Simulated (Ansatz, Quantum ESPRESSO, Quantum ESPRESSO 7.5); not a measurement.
# Work function of V(110), 5 layers, one monolayer of F on hollow sites

How much energy does it take to lift an electron out of V(110), 5 layers, one monolayer of F on hollow sites, and how far do the settings matter?

Method: plane-wave DFT, PBE, GBRV ultrasoft pseudopotentials (geometry and cross-check by Ansatz 0.2.0 with PAW datasets; geometry under PBE), in Quantum ESPRESSO 7.5.

## (1) The structure

The cell holds 6 atoms: 5 V and 1 F. Cell: a = 2.615 Å, b = 2.615 Å, c = 27.542 Å, α = 90.0°, β = 90.0°, γ = 70.5°. It derives from V. Vacuum lies along c.

This run has no spin polarisation, although V can carry a moment. A spin-polarised state was not tried and may lie lower.

## (2) Geometry from Ansatz

The geometry comes first, from a plane-wave PAW code, so that the later runs on this slab share one structure.

input.yaml reads:

```yaml
crystal:
  lattice:
    - [2.1354624792, -1.51, 0.0]
    - [2.1354624792, 1.51, 0.0]
    - [0.0, 0.0, 27.5418499167]
  atoms:
    - { symbol: V, position: [0.0, 0.0, 0.3013595683] }
    - { symbol: V, position: [0.5, 0.5, 0.3788947551] }
    - { symbol: V, position: [0.0, 0.0, 0.4564299419] }
    - { symbol: V, position: [0.5, 0.5, 0.5339651288] }
    - { symbol: V, position: [0.0, 0.0, 0.6115003156] }
    - { symbol: F, position: [0.34, 0.34, 0.6665810225] }
kpoints:
  mp_grid: { grid: [12, 12, 1] }
hamiltonian:
  xc: pbe
scf:
  occupations: { method: fermi_dirac, width: 0.1 }
  convergence: { dr2_threshold: 1.0e-08 }
efield:
  axis: 3
  dipole_correction: true
  ramp_position: 0.97
  ramp_width: 0.04
relax:
  f_tol: 0.01
  constraints: [{ sites: [0, 1, 2] }]
output:
  write_potential: true
  write_density: true
  volumetric_format: npy
```

Launch:

```console
> ansatz run input.yaml --threads 4 --pin off --max-ram 8192MiB --backend cpu --events-out ev --progress --plain --runs-dir out
```

Numbers of over 12 decimals in the logs are rounded to 6 here.

Log:

```text
Engine: ansatz 0.2.0, aarch64-unknown-linux-gnu
Pseudopotentials: kind: paw
Pseudopotential: V, paw, valence charge 13, recommended cutoff 420 eV (normal), V.paw.azcp
Pseudopotential: F, paw, valence charge 7, recommended cutoff 420 eV (normal), F.paw.azcp
Functional definition: PBE
  parameter kappa = 0.804
  parameter beta = 0.066725
  exchange = pbe_x(kappa = kappa, mu = beta*pi^2/3)
  correlation = pbe_c(beta = beta)
Crystal: 6 atoms, lattice volume = 177.620 Å³
Basis set: ecut = 420 eV, 3443 PW (Γ), exchange–correlation on 36×36×384 points (8 copies of the dense FFT grid, shifted against one another)
Bands: 44, of which v1, the nominal top of the filled ones, is band 36 counted from 1 (35 counted from 0)
Symmetry: 2 space group operations
Space group: Cm (ITA 8), of the structure as read, at distance tolerance 5.6e-5 Å
k-points: 43 of 144 (time reversal used)
Non-local potential: V, projectors of the file, l = 0: 3, l = 1: 2, l = 2: 3, l = 3: 1
Non-local potential: F, projectors of the file, l = 0: 2, l = 1: 2, l = 2: 1
PAW form: soft (Blöchl's): semilocal exchange-correlation on the pseudo side does not see the compensation charge
PAW one-centre angular grid: V, 590 points (default); XC on 64 Gauss nodes
PAW one-centre angular grid: F, 110 points (default); XC on 64 Gauss nodes
Initial density: superposition of atomic densities (neutral atoms: chi_scale 0, normalization atom), corrected by the library's trained network
Initial wavefunctions: pseudopotential atomic-orbital guess
Functional: x = pbe(κ = 0.804, μ = 0.219515), c = pbe(β = 0.066725)
SCF iter   1: F=—  HF=-15370.213016 eV  |F-HF|=—  |Δ(HF+E_count)|=         —  Δρ=1.70e-2  dr2=7.62e0  ethr=1.77e-3  p=-0.071 e·Å  D=-7.26e-2 V/Å  ΔV_dip=2.00 eV  dr2_dipole=2.96e0  V_vac-E_F(+/−)=7.01/5.02 eV  ⟨swp⟩=8.3  Hψ=8772  notcnv=0
efield: sawtooth ramp at fractional position 0.9700 (set: `efield.ramp_position`, or a place that a band, a saddle search or an elastic batch's reference lends), width 0.0400; the density the first Hamiltonian is built on has a dipole p = -0.071 e·Å; the dipole correction subtracts the counter field D = -7.26e-2 V/Å, which shifts the + side's vacuum level by +2.00 eV against the − side's; the planar-averaged density in the ramp window peaks in size at 2.8e-5 e/Å³
preconditioner: auto → LDOS  [metal: Δε(μ)=0.019 eV  Ē_g=3.571 eV  σ=0.100 eV  W_gap=0.05  n_scr=20 (ndim 8)  ℏωp=15.3 eV  f_vac=0.528  D(μ)=7.67/eV (n_scr^D=68)  β→1.0]
SCF iter   2: F=—  HF=-15370.142438 eV  |F-HF|=—  |Δ(HF+E_count)|=   7.06e-2  Δρ=6.37e-3  dr2=1.01e-1  ethr=1.77e-3  p=-0.070 e·Å  D=-7.14e-2 V/Å  ΔV_dip=1.97 eV  dr2_dipole=1.79e-4  V_vac-E_F(+/−)=6.72/4.76 eV  ⟨swp⟩=2.0  Hψ=2882  notcnv=0
SCF iter   3: F=—  HF=-15370.136144 eV  |F-HF|=—  |Δ(HF+E_count)|=   6.29e-3  Δρ=4.37e-3  dr2=3.53e-2  ethr=1.40e-4  p=-0.082 e·Å  D=-8.32e-2 V/Å  ΔV_dip=2.29 eV  dr2_dipole=1.03e-4  V_vac-E_F(+/−)=7.10/4.81 eV  ⟨swp⟩=2.8  Hψ=3294  notcnv=0
SCF iter   4: F=—  HF=-15370.130430 eV  |F-HF|=—  |Δ(HF+E_count)|=   5.71e-3  Δρ=3.66e-4  dr2=7.08e-4  ethr=4.90e-5  p=-0.081 e·Å  D=-8.25e-2 V/Å  ΔV_dip=2.27 eV  dr2_dipole=2.39e-4  V_vac-E_F(+/−)=7.06/4.78 eV  ⟨swp⟩=2.4  Hψ=3130  notcnv=0
SCF iter   5: F=—  HF=-15370.130445 eV  |F-HF|=—  |Δ(HF+E_count)|=   1.47e-5  Δρ=9.50e-5  dr2=2.36e-5  ethr=9.83e-7  p=-0.081 e·Å  D=-8.23e-2 V/Å  ΔV_dip=2.27 eV  dr2_dipole=5.42e-7  V_vac-E_F(+/−)=7.05/4.78 eV  ⟨swp⟩=2.9  Hψ=2960  notcnv=0
SCF iter   6: F=—  HF=-15370.130349 eV  |F-HF|=—  |Δ(HF+E_count)|=   9.54e-5  Δρ=4.18e-5  dr2=4.59e-6  ethr=3.27e-8  p=-0.081 e·Å  D=-8.24e-2 V/Å  ΔV_dip=2.27 eV  dr2_dipole=5.50e-7  V_vac-E_F(+/−)=7.05/4.78 eV  ⟨swp⟩=2.7  Hψ=3093  notcnv=0
SCF iter   7: F=—  HF=-15370.130361 eV  |F-HF|=—  |Δ(HF+E_count)|=   1.15e-5  Δρ=1.86e-5  dr2=1.80e-6  ethr=6.37e-9  p=-0.081 e·Å  D=-8.23e-2 V/Å  ΔV_dip=2.27 eV  dr2_dipole=4.85e-8  V_vac-E_F(+/−)=7.05/4.78 eV  ⟨swp⟩=2.3  Hψ=2789  notcnv=0
SCF iter   8: F=—  HF=-15370.130361 eV  |F-HF|=—  |Δ(HF+E_count)|=   3.45e-7  Δρ=1.16e-5  dr2=4.28e-7  ethr=2.50e-9  p=-0.081 e·Å  D=-8.23e-2 V/Å  ΔV_dip=2.27 eV  dr2_dipole=3.68e-10  V_vac-E_F(+/−)=7.05/4.78 eV  ⟨swp⟩=2.0  Hψ=2185  notcnv=0
SCF iter   9: F=—  HF=-15370.130361 eV  |F-HF|=—  |Δ(HF+E_count)|=   2.40e-7  Δρ=2.96e-6  dr2=3.36e-8  ethr=5.94e-10  p=-0.081 e·Å  D=-8.22e-2 V/Å  ΔV_dip=2.27 eV  dr2_dipole=3.01e-11  V_vac-E_F(+/−)=7.05/4.78 eV  ⟨swp⟩=2.1  Hψ=2462  notcnv=0
SCF iter  10: F=-15370.130361 eV  HF=-15370.130361 eV  |F-HF|=1.96e-9  |Δ(HF+E_count)|=   3.17e-8  Δρ=1.15e-6  dr2=7.91e-9  ethr=1.39e-11  p=-0.081 e·Å  D=-8.22e-2 V/Å  ΔV_dip=2.26 eV  dr2_dipole=2.49e-10  V_vac-E_F(+/−)=7.05/4.79 eV  ⟨swp⟩=10.8  Hψ=13211  notcnv=0
SCF 1 converged in 10 iterations: F = -15370.130361 eV  dr2 = 7.91e-9
  greatest PAW one-centre occupation: 1.000 electrons in one spin orbital (limit 2), on the V atom at site 2 (counted from 0), in its partial waves of l = 0
relax step   1: F+E_penalty+E_count = -15370.13036150 eV  Δ(F+E_penalty+E_count) = +0.000e0 eV  max|allowed force component| = 2.353e0 eV/Å  Δτ_max = 0.0000 Å  (10 SCF iters, accepted)
Initial density: handed on by an earlier stage of this run
Initial wavefunctions: those handed on with the density
iter 1 solved again at ethr=3.96e-4 eV; its pass at ethr=3.10e-3 eV (dr2=2.85e-1 eV) is discarded
SCF iter   1: F=—  HF=-15370.431611 eV  |F-HF|=—  |Δ(HF+E_count)|=         —  Δρ=9.40e-3  dr2=3.04e-1  ethr=3.96e-4  p=-0.081 e·Å  D=-8.22e-2 V/Å  ΔV_dip=2.26 eV  dr2_dipole=5.45e-3  V_vac-E_F(+/−)=7.06/4.79 eV  ⟨swp⟩=2.0  Hψ=6984  notcnv=0
efield: sawtooth ramp at fractional position 0.9700 (set: `efield.ramp_position`, or a place that a band, a saddle search or an elastic batch's reference lends), width 0.0400; the density the first Hamiltonian is built on has a dipole p = -0.081 e·Å; the dipole correction subtracts the counter field D = -8.22e-2 V/Å, which shifts the + side's vacuum level by +2.26 eV against the − side's; the planar-averaged density in the ramp window peaks in size at 1.7e-6 e/Å³
preconditioner: auto → LDOS  [metal: Δε(μ)=0.014 eV  Ē_g=3.805 eV  σ=0.100 eV  W_gap=0.03  n_scr=20 (ndim 8)  ℏωp=15.3 eV  f_vac=0.534  D(μ)=8.05/eV (n_scr^D=68)  β→1.0]
SCF iter   2: F=—  HF=-15370.410217 eV  |F-HF|=—  |Δ(HF+E_count)|=   2.14e-2  Δρ=5.62e-3  dr2=6.44e-2  ethr=3.96e-4  p=-0.007 e·Å  D=-7.35e-3 V/Å  ΔV_dip=0.20 eV  dr2_dipole=4.37e-3  V_vac-E_F(+/−)=4.99/4.78 eV  ⟨swp⟩=3.0  Hψ=3160  notcnv=0
[...]
SCF iter   5: F=—  HF=-15370.413152 eV  |F-HF|=—  |Δ(HF+E_count)|=   2.24e-4  Δρ=2.98e-4  dr2=3.10e-4  ethr=2.27e-6  p=-0.022 e·Å  D=-2.28e-2 V/Å  ΔV_dip=0.63 eV  dr2_dipole=6.08e-6  V_vac-E_F(+/−)=5.41/4.78 eV  ⟨swp⟩=2.0  Hψ=2603  notcnv=0
SCF iter   6: F=—  HF=-15370.413125 eV  |F-HF|=—  |Δ(HF+E_count)|=   2.62e-5  Δρ=6.55e-5  dr2=6.71e-6  ethr=4.30e-7  p=-0.022 e·Å  D=-2.25e-2 V/Å  ΔV_dip=0.62 eV  dr2_dipole=7.95e-8  V_vac-E_F(+/−)=5.40/4.78 eV  ⟨swp⟩=2.0  Hψ=2622  notcnv=0
SCF iter   7: F=—  HF=-15370.413090 eV  |F-HF|=—  |Δ(HF+E_count)|=   3.55e-5  Δρ=1.69e-5  dr2=7.99e-7  ethr=9.32e-9  p=-0.022 e·Å  D=-2.24e-2 V/Å  ΔV_dip=0.62 eV  dr2_dipole=7.71e-9  V_vac-E_F(+/−)=5.40/4.78 eV  ⟨swp⟩=3.0  Hψ=2835  notcnv=0
SCF iter   8: F=—  HF=-15370.413090 eV  |F-HF|=—  |Δ(HF+E_count)|=   5.14e-7  Δρ=5.25e-6  dr2=8.71e-8  ethr=1.11e-9  p=-0.022 e·Å  D=-2.24e-2 V/Å  ΔV_dip=0.62 eV  dr2_dipole=2.60e-9  V_vac-E_F(+/−)=5.40/4.78 eV  ⟨swp⟩=2.1  Hψ=2801  notcnv=0
SCF iter   9: F=-15370.413090 eV  HF=-15370.413090 eV  |F-HF|=1.22e-8  |Δ(HF+E_count)|=   7.98e-8  Δρ=1.61e-6  dr2=7.05e-9  ethr=1.39e-11  p=-0.022 e·Å  D=-2.24e-2 V/Å  ΔV_dip=0.62 eV  dr2_dipole=3.43e-11  V_vac-E_F(+/−)=5.40/4.78 eV  ⟨swp⟩=10.6  Hψ=13551  notcnv=0
SCF 3 converged in 9 iterations: F = -15370.413090 eV  dr2 = 7.05e-9
relax step   3: F+E_penalty+E_count = -15370.41309041 eV  Δ(F+E_penalty+E_count) = -2.653e-2 eV  max|allowed force component| = 7.427e-2 eV/Å  Δτ_max = 0.1252 Å  (9 SCF iters, accepted)
[...]
relax step   4: F+E_penalty+E_count = -15370.41384010 eV  Δ(F+E_penalty+E_count) = -7.497e-4 eV  max|allowed force component| = 2.646e-2 eV/Å  Δτ_max = 0.0149 Å  (7 SCF iters, accepted)
SCF iter   1: F=—  HF=-15370.414125 eV  |F-HF|=—  |Δ(HF+E_count)|=         —  Δρ=7.63e-4  dr2=5.89e-3  ethr=9.69e-5  p=-0.023 e·Å  D=-2.35e-2 V/Å  ΔV_dip=0.65 eV  dr2_dipole=2.89e-5  V_vac-E_F(+/−)=5.43/4.79 eV  ⟨swp⟩=1.8  Hψ=2729  notcnv=0
efield: sawtooth ramp at fractional position 0.9700 (set: `efield.ramp_position`, or a place that a band, a saddle search or an elastic batch's reference lends), width 0.0400; the density the first Hamiltonian is built on has a dipole p = -0.023 e·Å; the dipole correction subtracts the counter field D = -2.35e-2 V/Å, which shifts the + side's vacuum level by +0.65 eV against the − side's; the planar-averaged density in the ramp window peaks in size at 3.6e-6 e/Å³
preconditioner: auto → LDOS  [metal: Δε(μ)=0.009 eV  Ē_g=3.997 eV  σ=0.100 eV  W_gap=0.02  n_scr=20 (ndim 8)  ℏωp=15.3 eV  f_vac=0.539  D(μ)=7.89/eV (n_scr^D=68)  β→1.0]
SCF iter   2: F=—  HF=-15370.413967 eV  |F-HF|=—  |Δ(HF+E_count)|=   1.58e-4  Δρ=2.00e-4  dr2=1.00e-4  ethr=8.19e-6  p=-0.023 e·Å  D=-2.39e-2 V/Å  ΔV_dip=0.66 eV  dr2_dipole=4.63e-7  V_vac-E_F(+/−)=5.44/4.78 eV  ⟨swp⟩=1.1  Hψ=2240  notcnv=0
SCF iter   3: F=—  HF=-15370.413986 eV  |F-HF|=—  |Δ(HF+E_count)|=   1.96e-5  Δρ=1.63e-4  dr2=7.56e-5  ethr=1.39e-7  p=-0.023 e·Å  D=-2.35e-2 V/Å  ΔV_dip=0.65 eV  dr2_dipole=1.13e-6  V_vac-E_F(+/−)=5.43/4.78 eV  ⟨swp⟩=3.0  Hψ=3853  notcnv=0
SCF iter   4: F=—  HF=-15370.413943 eV  |F-HF|=—  |Δ(HF+E_count)|=   4.30e-5  Δρ=2.86e-5  dr2=2.14e-6  ethr=1.05e-7  p=-0.023 e·Å  D=-2.36e-2 V/Å  ΔV_dip=0.65 eV  dr2_dipole=5.87e-10  V_vac-E_F(+/−)=5.43/4.78 eV  ⟨swp⟩=2.0  Hψ=3093  notcnv=0
SCF iter   5: F=—  HF=-15370.413949 eV  |F-HF|=—  |Δ(HF+E_count)|=   5.97e-6  Δρ=7.47e-6  dr2=7.50e-8  ethr=2.97e-9  p=-0.023 e·Å  D=-2.36e-2 V/Å  ΔV_dip=0.65 eV  dr2_dipole=8.83e-9  V_vac-E_F(+/−)=5.43/4.78 eV  ⟨swp⟩=3.2  Hψ=3390  notcnv=0
SCF iter   6: F=—  HF=-15370.413950 eV  |F-HF|=—  |Δ(HF+E_count)|=   6.26e-7  Δρ=2.56e-6  dr2=1.30e-8  ethr=1.39e-11  p=-0.023 e·Å  D=-2.36e-2 V/Å  ΔV_dip=0.65 eV  dr2_dipole=3.87e-10  V_vac-E_F(+/−)=5.43/4.78 eV  ⟨swp⟩=10.8  Hψ=13541  notcnv=0
SCF iter   7: F=-15370.413950 eV  HF=-15370.413950 eV  |F-HF|=8.56e-9  |Δ(HF+E_count)|=   7.92e-8  Δρ=5.79e-7  dr2=5.94e-10  ethr=1.39e-11  p=-0.023 e·Å  D=-2.36e-2 V/Å  ΔV_dip=0.65 eV  dr2_dipole=1.18e-10  V_vac-E_F(+/−)=5.43/4.78 eV  ⟨swp⟩=9.3  Hψ=11480  notcnv=0
SCF 5 converged in 7 iterations: F = -15370.413950 eV  dr2 = 5.94e-10
relax step   5: F+E_penalty+E_count = -15370.41395014 eV  Δ(F+E_penalty+E_count) = -1.100e-4 eV  max|allowed force component| = 3.356e-3 eV/Å  Δτ_max = 0.0059 Å  (7 SCF iters, accepted)
NSCF: frozen V_eff on 43 k-points
the band table was solved once a step of the walk had ended and its energy, with any forces and stress, was formed, with the checks that follow a solve (9035 applications of the Hamiltonian). They found nothing against the state; the energy, forces and stress were not computed again (output.eigenvalues in the input reference)
WARN: The output density's exchange-correlation potential varies sharply where the density is thin. Do not read a vacuum level from v_tot or v_xc, or from such a field of the output density. On a cell that repeats whose density bears no net charge and no dipole along the vacuum's axis use v_es (v_loc + v_h of the components); under efield.dipole_correction with no amplitude use v_es + v_field, which holds any externa [...]
SCF converged after 7 iterations
Free energy (F): -15370.413950 eV
Harris-Foulkes:  -15370.413950 eV  (|F-HF|=8.56e-9)
Internal energy: -15370.156752 eV  (E = F + TS)
E sigma→0 (E₀):  -15370.285351 eV
Entropy (-TS):   -0.257198 eV (-42.866 meV/atom)
Fermi energy:    3.741175 eV
Dipole field:    D = -0.023607 V/Å  (p = -0.023173 e·Å, saw-weighted, corrected)
Work function:   Φ+ = 5.4344 eV   Φ− = 4.7841 eV
Levels:          The Fermi level and band energies are counted from a zero that moves with the ramp; work functions are not
--- Per-component energies (eV) ---
  E_band       = -1625.097285
  E_kinetic    = 1884.238037
  E_local      = -119964.121968  (includes V_loc(G=0)·N_el)
  E_nonlocal   = -153.555525
  E_hartree    = 59294.823264
  E_xc         = -729.815244
  E_vxc        = -926.159318  (∫ρ·V_xc dr)
  E_paw        = -5763.968931  (= ΣΔE_a)
  E_vpaw       = -1054.429844  (= ΣTr[D̂ρ^β])
  E_aug_tail   = 0.003367  (compensation charges beyond the density's cutoff)
  E_efield     = 0.000274  (sawtooth field / dipole correction)
  E_vefield    = -0.722008  (∫n·V_field dr)
  E_ewald      = 50062.239974
  E_smearing   = -0.257198  (= −TS)
  E_closure    = -0.000000  (closes the sum)
  Σ components = -15370.413950   (vs F -15370.413950, Δ=0.00e0)
--- Forces (eV/Å), atoms counted from 1 ---
  atom   1  V      0.00282187     0.00000000     0.56042456
  atom   2  V      0.01373303     0.00000000    -0.40812962
  atom   3  V     -0.01582656     0.00000000    -0.15149349
  atom   4  V     -0.00056545     0.00000000    -0.00027715
  atom   5  V     -0.00335579     0.00000000    -0.00106617
  atom   6  F      0.00319366     0.00000000     0.00052988
  max |Σ_I F_I| component: 1.20e-5 eV/Å
--- Band table (eV; the first three rows and the last of 43) ---
  k-point 0: bands = [... 32 lower, 3.4191, 3.6192, 3.7685, 3.9757, 4.0329, 4.1250, 4.2220, 4.7568, ... 4 higher]
  k-point 1: bands = [... 32 lower, 3.3845, 3.6000, 3.6793, 3.8159, 3.9798, 4.1638, 4.2998, 4.4017, ... 4 higher]
  k-point 2: bands = [... 32 lower, 3.2429, 3.3438, 3.4999, 3.6675, 3.7526, 3.8102, 4.4863, 4.5339, ... 4 higher]
  k-point 42: bands = [... 32 lower, 2.7983, 3.5195, 3.7055, 4.6303, 5.1010, 5.3069, 5.4843, 5.8586, ... 4 higher]
--- Relaxed structure (5 steps of the walk, 5 accepted, 0 SCFs on fresh bases) ---
  F+E_penalty+E_count = -15370.41395014 eV   max|allowed force component| = 3.356e-3 eV/Å
  atoms:
    - { symbol: V, position: [0.0, 0.0, 0.3013595683] }
    - { symbol: V, position: [0.500000, 0.500000, 0.3788947551] }
    - { symbol: V, position: [0.0, 0.0, 0.4564299419] }
    - { symbol: V, position: [0.498631, 0.498631, 0.531556] }
    - { symbol: V, position: [0.00259898, 0.00259898, 0.607498] }
    - { symbol: F, position: [0.356829, 0.356829, 0.654872] }
```

It took 45 s on 4 threads of Arm Neoverse V2, shared host; peak memory 0.6 GiB.

The steps of the relaxation:

```tsv
step	energy less that of the first step (eV)	largest force component (eV/Å)
1	0.0000	2.3535
2	-0.2562	0.7114
3	-0.2827	0.0743
4	-0.2835	0.0265
5	-0.2836	0.0034
```

Forces are held to the 2 operations that the run works with; a distortion that breaks them can't arise in this run.

The atoms that moved most (Å):

```tsv
atom	dx	dy	dz	length
F6	0.072	0.000	-0.322	0.330
V5	0.011	0.000	-0.110	0.111
V4	-0.006	0.000	-0.066	0.067
```

Final coordinates:

```cif
data_structure
_symmetry_space_group_name_H-M 'P 1'
_symmetry_Int_Tables_number 1
_cell_length_a 2.6154
_cell_length_b 2.6154
_cell_length_c 27.5418
_cell_angle_alpha 90.000
_cell_angle_beta 90.000
_cell_angle_gamma 70.529
_cell_volume 177.62
loop_
_atom_site_label
_atom_site_type_symbol
_atom_site_fract_x
_atom_site_fract_y
_atom_site_fract_z
_atom_site_occupancy
V1 V 0.00000 0.00000 0.30136 1
V2 V 0.50000 0.50000 0.37889 1
V3 V 0.00000 0.00000 0.45643 1
V4 V 0.49863 0.49863 0.53156 1
V5 V 0.00260 0.00260 0.60750 1
F6 F 0.35683 0.35683 0.65487 1
```

The relaxation lowers the energy by 47 meV an atom. Held were the atoms numbered 1, 2 and 3; the forces quoted are those on the free ones.

Read from the output:

```
free energy                     : -15370.4140 eV
energy at zero smearing         : -15370.2854 eV
smearing term TS                : 0.2572 eV
Fermi energy                    : 3.741 eV
symmetry operations             : 2
work function of the upper face : 5.434 eV
work function of the lower face : 4.784 eV
dipole along the normal         : -0.02317 e·Å
```

(Continued in part 2 of 5.)

[Logs are printed without paths, hosts, clocks, repeated set-up lines and the standing remarks that a program may print on its own settings, such as how far it seeks lower states.]

[Hosts, paths, dates, database ids (printed as entryN), source tags and the programs' standing remarks are cut or masked in the printed files.]

[Maps of the electrostatic potential energy from Ansatz leave out the sawtooth potential of an applied field or a dipole correction, so their vacuum need not be flat; planar profiles and work functions include it.]
